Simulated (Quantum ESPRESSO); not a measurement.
# Calcium (Fm-3m): from the cell to the phonon bands, part 3 of 3

How does Calcium (Fm-3m) vibrate, and is this structure a minimum?

Quantum ESPRESSO 7.5; DFT LDA, scalar-relativistic, plane waves, PseudoDojo norm-conserving pseudopotentials.

So far. Step 5 (Linear response on the mesh): The acoustic modes at Γ come out as far as 1.9 cm⁻¹ from zero, where they should vanish, a small numerical error. The relaxed cell has a = 5.337 Å (conventional setting).

## Step 7: Interpolated phonon bands (continued)

Matdyn.x, sum rule simple. Phonon branches along the path, in cm⁻¹:

| point | branch 1 | branch 2 | branch 3 |
| --- | --- | --- | --- |
| Γ | 0 | 0 | 0 |
| halfway | 94 | 94 | 118 |
| X | 134 | 134 | 179 |
| halfway | 130 | 137 | 176 |
| U | 117 | 143 | 168 |
| jump to K | 117 | 143 | 168 |
| halfway | 53 | 103 | 128 |
| Γ | 0 | 0 | 0 |
| halfway | 55 | 55 | 121 |
| L | 80 | 80 | 165 |
| halfway | 97 | 126 | 163 |
| W | 114 | 159 | 159 |
| halfway | 124 | 142 | 174 |
| X | 134 | 134 | 179 |

The phonon branches as a text plot (rows in cm⁻¹):

```
    176 |           *****                                    ****
    168 |          *     *                       ***        *
    161 |         *       **                    *   ********
    153 |        *          *                  *        ** **
    146 |                 *****               *        *     *
    138 |       *     ****   * *             *                ***
    131 |          *****      * *                             ***
    123 |         *     **                  *         *      *
    116 |      * *             * *                   *    ***
    108 |       *         **               *           ***
    101 |     *             *   *                     *
     93 |      *                  *                 **
     86 |                    *   *        *       ***
     78 |    **               *    *            ***
     71 |                         *      *    **
     64 |    *                 *             *
     56 |   *                   *  **       *
     49 |   *                           *  *
     41 |  *                     *        *
     34 |  *                      * *
     26 |                          * **  *
     19 | *                          ** *
     11 |                           *
      4 |*                           ***
         Γ           X  U|K            Γ         L        W     X
```

Lowest modes at the softest wavevector of the mesh; phase exp(i q.(R + tau)). Modes at q = (0.250, 0.250, 0.250):

| mode | frequency (cm⁻¹) |
| --- | --- |
| 1 | 54.8 |
| 2 | 54.8 |
| 3 | 121.3 |

Displacements in mode 1 (54.8 cm⁻¹), the largest set to 1, in the home cell:
```
Ca1  0.00 -1.00  1.00
```

Displacements in mode 3 (121.3 cm⁻¹), the largest set to 1, in the home cell:
```
Ca1 1.00 1.00 1.00
```

Force constants by pair (phonopy on the run's constants); pairs near half the supercell's span include their periodic images. Pair force constants, by row:

| atom | neighbour | distance (Å) | third of the trace (eV/Å²) | along the pair's line (eV/Å²) |
| --- | --- | --- | --- | --- |
| Ca1 | itself | 0 | 2.237 | – |
| Ca1 | Ca | 3.774 | -0.2029 | -0.5666 |
| Ca1 | Ca | 5.337 | 0.0466 | 0.1366 |
| Ca1 | Ca | 6.536 | -0.0037 | -0.0182 |

Harmonic mean-square displacement, third of the trace. Mean-square displacements:

| T (K) | Ca1 U_eq (Å²) |
| --- | --- |
| 0 | 0.00406 |
| 100 | 0.00796 |
| 300 | 0.02133 |
| 600 | 0.04216 |

Mode patterns, pair constants, displacements and means over the zone were worked out by phonopy from the force constants of q2r.x.

All branches are real along the path.

## Step 8: Sums over the zone

Sums over the zone need many more wavevectors than were solved, so the interpolation is sampled on a dense mesh.

File matdyn.in:

```
&input
   asr = 'simple'
   flfrc = 'x.fc'
   dos = .true.
   fldos = 'x.dos'
   nk1 = 15
   nk2 = 15
   nk3 = 15
   deltaE = 0.3
/
```

Command:

```bash
$ matdyn.x -in matdyn.in > matdyn.out
```

Numbers of over 12 decimals in the logs are rounded to 6 here.

What it wrote:

```text
[banner, memory and clock lines left out]
Program MATDYN v.7.5

 mass for atomic type   1 not given; uses mass from file x.fc
     Message from routine matdyn:
     Z* not found in file x.fc, TO-LO splitting at q=0 will be absent!

Note: The following floating-point exceptions are signalling: IEEE_UNDERFLOW_FLAG
```

Wall time 3.3 s (1 thread of Intel Xeon at 2.70GHz, shared host).

Read from the output:

```yaml
share_of_modes_beyond_3i_cm_minus1_on_the_dense_interpolated_mesh: 0
zero_point_energy_per_atom: 22 meV
heat_capacity_at_300_k: 24.23 J/(mol atoms K)
vibrational_entropy_at_300_k: 40.72 J/(mol atoms K)
```

The phonon density of states has structure finer than the step of the table below, so its rows give means over 5 cm⁻¹, whole bins alone (the curve runs from 0 to 178 cm⁻¹). Peaks (cm⁻¹: height): 113.4: 0.0333, 162.0: 0.0725.

Tetrahedra. Phonon density of states against wavenumber; means over each step:

wavenumber (cm⁻¹), phonon density of states (1/cm⁻¹/cell) and a bar:
```
        5     0.0000 
       10     0.0001 
       15     0.0003 
       20     0.0007 
       25     0.0012 #
       30     0.0020 #
       35     0.0028 ##
       40     0.0035 ##
       45     0.0046 ###
       50     0.0054 ###
       55     0.0068 ####
       60     0.0083 #####
       65     0.0099 ######
       70     0.0121 #######
       75     0.0150 #########
       80     0.0201 ############
       85     0.0247 ##############
       90     0.0257 ###############
       95     0.0273 ################
      100     0.0287 #################
      105     0.0304 ##################
      110     0.0320 ###################
      115     0.0303 ##################
      120     0.0263 ###############
      125     0.0254 ###############
      130     0.0251 ###############
      135     0.0270 ################
      140     0.0277 ################
      145     0.0260 ###############
      150     0.0234 ##############
      155     0.0255 ###############
      160     0.0512 ##############################
      165     0.0316 ##################
      170     0.0121 #######
      175     0.0062 ####
```

Harmonic thermodynamic functions per atom, summed over the density of states scaled to three modes an atom; melting is ignored. Thermodynamic functions:

| T (K) | F_vib (meV/atom) | S (J/mol-atom/K) | C_V (J/mol-atom/K) |
| --- | --- | --- | --- |
| 0 | 22 | 0 | 0 |
| 50 | 21.22 | 5.176 | 10.78 |
| 100 | 15.7 | 15.93 | 19.52 |
| 200 | -9.31 | 31.04 | 23.39 |
| 300 | -46.81 | 40.72 | 24.23 |
| 400 | -92.81 | 47.74 | 24.54 |
| 500 | -145.2 | 53.23 | 24.68 |
| 600 | -202.8 | 57.74 | 24.76 |
| 700 | -264.7 | 61.56 | 24.81 |
| 800 | -330.2 | 64.88 | 24.84 |
| 900 | -399 | 67.8 | 24.86 |
| 1000 | -470.7 | 70.42 | 24.88 |

At 300 K the heat capacity has reached 97 % of the Dulong-Petit value.

## Step 9: The dispersion under another sum rule (asr crystal)

The sum rule corrects the force constants themselves, so it can shift branches at any wavevector, low ones most.

File matdyn.in:

```
&input
   asr = 'crystal'
   flfrc = 'x.fc'
   flfrq = 'x.freq'
   flvec = 'x.modes'
   q_in_band_form = .true.
   q_in_cryst_coord = .true.
/
8
  0.0000000   0.0000000   0.0000000   8  ! GAMMA
  0.5000000   0.0000000   0.5000000   8  ! X
  0.6250000   0.2500000   0.6250000   1  ! U
  0.3750000   0.3750000   0.7500000   8  ! K
  0.0000000   0.0000000   0.0000000   8  ! GAMMA
  0.5000000   0.5000000   0.5000000   8  ! L
  0.5000000   0.2500000   0.7500000   8  ! W
  0.5000000   0.0000000   0.5000000   1  ! X
```

Command:

```bash
$ matdyn.x -in matdyn.in > matdyn.out
```

What it wrote:

```text
[banner, memory and clock lines left out]
Program MATDYN v.7.5

 mass for atomic type   1 not given; uses mass from file x.fc
 Norm of the difference between old and new effective charges:    0.000000

 Norm of the difference between old and new force-constants:   2.24301e-06

     Message from routine matdyn:
     Z* not found in file x.fc, TO-LO splitting at q=0 will be absent!
     Message from routine matdyn:
     Z* not found in file x.fc, TO-LO splitting at q=0 will be absent!

Note: The following floating-point exceptions are signalling: IEEE_UNDERFLOW_FLAG
```

Elapsed: 0.7 s, on 1 thread.

At the labelled points the branches move by no more than 0.1 cm⁻¹.

## Step 10: Results

| Property | Result |
| --- | --- |
| space group after relaxation | Fm-3m |
| volume per atom | 38.0 Å³ |
| q mesh | 4×4×4 |
| lowest mode on the q mesh (acoustic ones at the zone centre apart) | 54.8 cm⁻¹ |
| zero-point energy per atom | 22 meV |
| heat capacity at 300 K | 24.2 J/(mol atoms K) |
| vibrational entropy at 300 K | 40.7 J/(mol atoms K) |
| imaginary modes on the q mesh | none |

In words: Calcium (Fm-3m) is dynamically stable on the 4×4×4 mesh; its spectrum reaches 179 cm⁻¹. These are harmonic frequencies at zero temperature: anharmonic shifts and linewidths and thermal expansion are left out. In a metal the frequencies hang on the k mesh and the smearing, most of all near Kohn anomalies.

[Host names and launcher messages were left out of these logs when they were recorded.]

[Logs are printed without paths, hosts, clocks, repeated set-up lines and the standing remarks that a program may print on its own settings, such as how far it seeks lower states.]

[Hosts, paths, dates, database ids (printed as entryN), source tags and the programs' standing remarks are cut or masked in the printed files.]
